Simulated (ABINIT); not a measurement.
# CsLiMoO4 (F-43m): modes at Γ and the response to a field, part 3 of 3

Which modes does CsLiMoO4 (F-43m) have at the zone centre?

ABINIT 10.8.3; DFT LDA, scalar-relativistic, plane waves, PseudoDojo norm-conserving pseudopotentials.

So far. Step 6 (Linear response at Γ): The acoustic modes at Γ come out as far as 0.6 cm⁻¹ from zero, where they should vanish, a small numerical error; the Born charges miss their sum rule by 0.0015 e, which is good. The lowest optical mode is imaginary, 95i cm⁻¹, an instability at this level and on this k mesh. Step 7 (Modes with the sum rule): The rule moves no optical mode by more than 0.1 cm⁻¹. The relaxed cell has a = 8.252 Å (conventional setting).

**8. Sum rules set otherwise (asr 0)**

Without the rule the raw error of the acoustic modes shows.

anaddb.abi

```
ddb_filepath "gamma_DDB"
output_file "anaddb.abo"
outdata_prefix "anaddb"
asr 0
chneut 0
enunit 2
eivec 1
nph1l 1
qph1l 0.0 0.0 0.0 1.0
dieflag 2
nph2l 3
qph2l 
    1.0 0.0 0.0 0.0
    0.0 0.0 1.0 0.0
    1.0 1.0 1.0 0.0
```

mrgddb.in

```
gamma_DDB
merged
2
dfpt_gammao_DS2_DDB
gso_DDB
```

Command:

```bash
$ mrgddb < mrgddb.in > mrgddb.log
$ OMP_NUM_THREADS=1 anaddb anaddb.abi > anaddb.log
```

anaddb.abo, the main output file:

```text
[banners, grids, parts of the stress and lines that vanish by symmetry left out]
-outvars_anaddb: echo values of input variables ----------------------

 Flags :
[...]
Dielectric Tensor and Effective Charges
[...]
Effective charge tensors after
[...]
Phonon wavevector (reduced coordinates) :  0.00000  0.00000  0.00000
 Phonon energies in Hartree :
[...]
Phonon energies in meV     :
- -1.180361E+01 -1.180361E+01 -1.180361E+01  7.232473E-02  7.232476E-02
-  7.232486E-02  4.754027E+00  4.754027E+00  4.754027E+00  3.653379E+01
-  3.653379E+01  4.007825E+01  4.007825E+01  4.007825E+01  6.505175E+01
-  6.505175E+01  6.505175E+01  1.107084E+02  1.107084E+02  1.107084E+02
-  1.207728E+02
 Phonon frequencies in cm-1    :
- -9.520255E+01 -9.520255E+01 -9.520255E+01  5.833383E-01  5.833386E-01
-  5.833394E-01  3.834381E+01  3.834381E+01  3.834381E+01  2.946649E+02
-  2.946649E+02  3.232529E+02  3.232529E+02  3.232529E+02  5.246778E+02
-  5.246778E+02  5.246778E+02  8.929235E+02  8.929235E+02  8.929235E+02
-  9.740979E+02
 Phonon frequencies in Thz     :
- -2.854101E+00 -2.854101E+00 -2.854101E+00  1.748804E-02  1.748805E-02
-  1.748807E-02  1.149519E+00  1.149519E+00  1.149519E+00  8.833832E+00
-  8.833832E+00  9.690879E+00  9.690879E+00  9.690879E+00  1.572944E+01
-  1.572944E+01  1.572944E+01  2.676917E+01  2.676917E+01  2.676917E+01
-  2.920272E+01
 Phonon energies in Kelvin  :
- -1.369752E+02 -1.369752E+02 -1.369752E+02  8.392937E-01  8.392940E-01
-  8.392952E-01  5.516819E+01  5.516819E+01  5.516819E+01  4.239571E+02
-  4.239571E+02  4.650888E+02  4.650888E+02  4.650888E+02  7.548942E+02
-  7.548942E+02  7.548942E+02  1.284718E+03  1.284718E+03  1.284718E+03
-  1.401510E+03
[...]
-  1  0.00000000E+00  0.00000000E+00  0.00000000E+00
-     0.00000000E+00  0.00000000E+00  0.00000000E+00
-  2  0.00000000E+00  0.00000000E+00  0.00000000E+00
-     0.00000000E+00  0.00000000E+00  0.00000000E+00
-  3  0.00000000E+00  0.00000000E+00  0.00000000E+00
-     0.00000000E+00  0.00000000E+00  0.00000000E+00
-  4  5.14019634E-07  2.07006458E-03 -2.06955056E-03
-     0.00000000E+00  0.00000000E+00  0.00000000E+00
-  5 -8.87600245E-07 -2.07006458E-03 -2.07095218E-03
-     0.00000000E+00  0.00000000E+00  0.00000000E+00
-  6  8.87600239E-07  2.07043816E-03  2.06955056E-03
-     0.00000000E+00  0.00000000E+00  0.00000000E+00
-  7 -5.14019640E-07 -2.07043816E-03  2.07095218E-03
-     0.00000000E+00  0.00000000E+00  0.00000000E+00
[...]
-  1  0.00000000E+00  0.00000000E+00  0.00000000E+00
-     0.00000000E+00  0.00000000E+00  0.00000000E+00
-  2  0.00000000E+00  0.00000000E+00  0.00000000E+00
-     0.00000000E+00  0.00000000E+00  0.00000000E+00
-  3  0.00000000E+00  0.00000000E+00  0.00000000E+00
-     0.00000000E+00  0.00000000E+00  0.00000000E+00
-  4  2.06975188E-03 -1.20029113E-06  2.07095217E-03
-     0.00000000E+00  0.00000000E+00  0.00000000E+00
-  5 -2.07075075E-03  1.20029111E-06 -2.06955046E-03
-     0.00000000E+00  0.00000000E+00  0.00000000E+00
-  6  2.07075075E-03 -2.01418859E-07 -2.07095217E-03
-     0.00000000E+00  0.00000000E+00  0.00000000E+00
-  7 -2.06975188E-03  2.01418838E-07  2.06955046E-03
-     0.00000000E+00  0.00000000E+00  0.00000000E+00
[...]
-  4  1.59605669E-03  1.42951873E-03  1.42888720E-03
-     0.00000000E+00  0.00000000E+00  0.00000000E+00
-  5  1.59582392E-03 -1.42925877E-03  1.42911997E-03
-     0.00000000E+00  0.00000000E+00  0.00000000E+00
-  6  1.59642061E-03  1.42915481E-03 -1.42929361E-03
-     0.00000000E+00  0.00000000E+00  0.00000000E+00
-  7  1.59618784E-03 -1.42889485E-03 -1.42952638E-03
-     0.00000000E+00  0.00000000E+00  0.00000000E+00
[...]
-  1  0.00000000E+00  0.00000000E+00  1.51736151E-05
-     0.00000000E+00  0.00000000E+00  0.00000000E+00
-  2  0.00000000E+00  8.23395292E-07 -8.58121550E-03
-     0.00000000E+00  0.00000000E+00  0.00000000E+00
[...]
Phonon at Gamma, with non-analyticity in the
[...]
Phonon energies in Hartree :
[...]
Phonon energies in meV     :
- -1.180361E+01 -1.180361E+01 -1.180361E+01  7.232473E-02  7.232476E-02
-  7.233058E-02  4.754027E+00  4.754027E+00  8.352239E+00  3.653379E+01
-  3.653379E+01  4.007825E+01  4.007825E+01  4.152606E+01  6.505175E+01
-  6.505175E+01  6.717012E+01  1.107084E+02  1.107084E+02  1.194475E+02
-  1.207728E+02
 Phonon frequencies in cm-1    :
[...]
-  9.740979E+02
 Phonon frequencies in Thz     :
[...]
-  2.920272E+01
 Phonon energies in Kelvin  :
[...]
-  1.401510E+03
[...]
Phonon at Gamma, with non-analyticity in the
[...]
Phonon energies in Hartree :
[...]
Phonon energies in meV     :
[...]
Phonon frequencies in cm-1    :
[...]
Phonon frequencies in Thz     :
[...]
Phonon energies in Kelvin  :
[...]
Phonon at Gamma, with non-analyticity in the
[...]
Phonon energies in Hartree :
[...]
Phonon energies in meV     :
[...]
Phonon frequencies in cm-1    :
[...]
Phonon frequencies in Thz     :
[...]
-  2.920272E+01
 Phonon energies in Kelvin  :
[...]
-  4.239571E+02  4.650888E+02  4.650888E+02  4.818899E+02  7.548942E+02
-  7.548942E+02  7.794769E+02  1.284718E+03  1.284718E+03  1.386131E+03
-  1.401510E+03
[...]
-  6  1.68072587E-03 -1.65712783E-03  1.58531563E-03
-     0.00000000E+00  0.00000000E+00  0.00000000E+00
-  7  7.18122084E-05 -4.82141737E-05 -2.35980347E-05
-     0.00000000E+00  0.00000000E+00  0.00000000E+00
[...]
;  7  1.69035327E-03  1.69035327E-03  1.69035327E-03
;     0.00000000E+00  0.00000000E+00  0.00000000E+00
-
```

It took 0.51 s on 1 thread of Arm Neoverse V2, shared host.

Numbers from this step:

```
lowest optical zone-centre mode : -95.2 cm⁻¹
```

Zone-centre frequencies as printed; negative means imaginary. Modes:

| mode | frequency (cm⁻¹) |
| --- | --- |
| 1 | -95.2 |
| 2 | -95.2 |
| 3 | -95.2 |
| 4 | 0.58 |
| 5 | 0.58 |
| 6 | 0.58 |
| 7 | 38.34 |
| 8 | 38.34 |
| 9 | 38.34 |
| 10 | 294.7 |
| 11 | 294.7 |
| 12 | 323.2 |
| 13 | 323.2 |
| 14 | 323.2 |
| 15 | 524.7 |
| 16 | 524.7 |
| 17 | 524.7 |
| 18 | 892.9 |
| 19 | 892.9 |
| 20 | 892.9 |
| 21 | 974.1 |

With imaginary modes the relaxed-ion tensors have no meaning and are not tabulated.

**9. Results**

* space group after relaxation: F-43m
* volume per atom: 20.1 Å³
* highest optical zone-centre mode (no LO-TO term): 974.1 cm⁻¹
* lowest optical zone-centre mode: -95.2 cm⁻¹
* highest mode moved by the LO-TO term: 963.4 cm⁻¹
* mean high-frequency dielectric constant: 2.66
* largest Born charge in size (third of the trace): 3.30 e
* imaginary optical modes at the zone centre (no q mesh in this session): yes

What this shows: At the LDA level the optical modes of CsLiMoO4 (F-43m) at the zone centre (no LO-TO term) run from 95i to 974 cm⁻¹, so the structure is a saddle point, with 3 modes beyond 10i cm⁻¹ there. The base run prints -0.61 GPa, mostly the error of a finite basis; the relaxation, with a smoothed and higher cutoff, had brought the cell to rest. Along the directions run, the highest mode that the macroscopic field moves lies at 963 cm⁻¹. These are harmonic frequencies at zero temperature: anharmonic shifts and linewidths and thermal expansion are left out. Spin-orbit coupling is left out, which can matter for the heavy elements here. The structure comes from a database and need not be the phase that is stable at ambient conditions.

[Host names and launcher messages were left out of these logs when they were recorded.]

[Logs are printed without paths, hosts, clocks, repeated set-up lines and the standing remarks that a program may print on its own settings, such as how far it seeks lower states.]

[Hosts, paths, dates, database ids (printed as entryN), source tags and the programs' standing remarks are cut or masked in the printed files.]
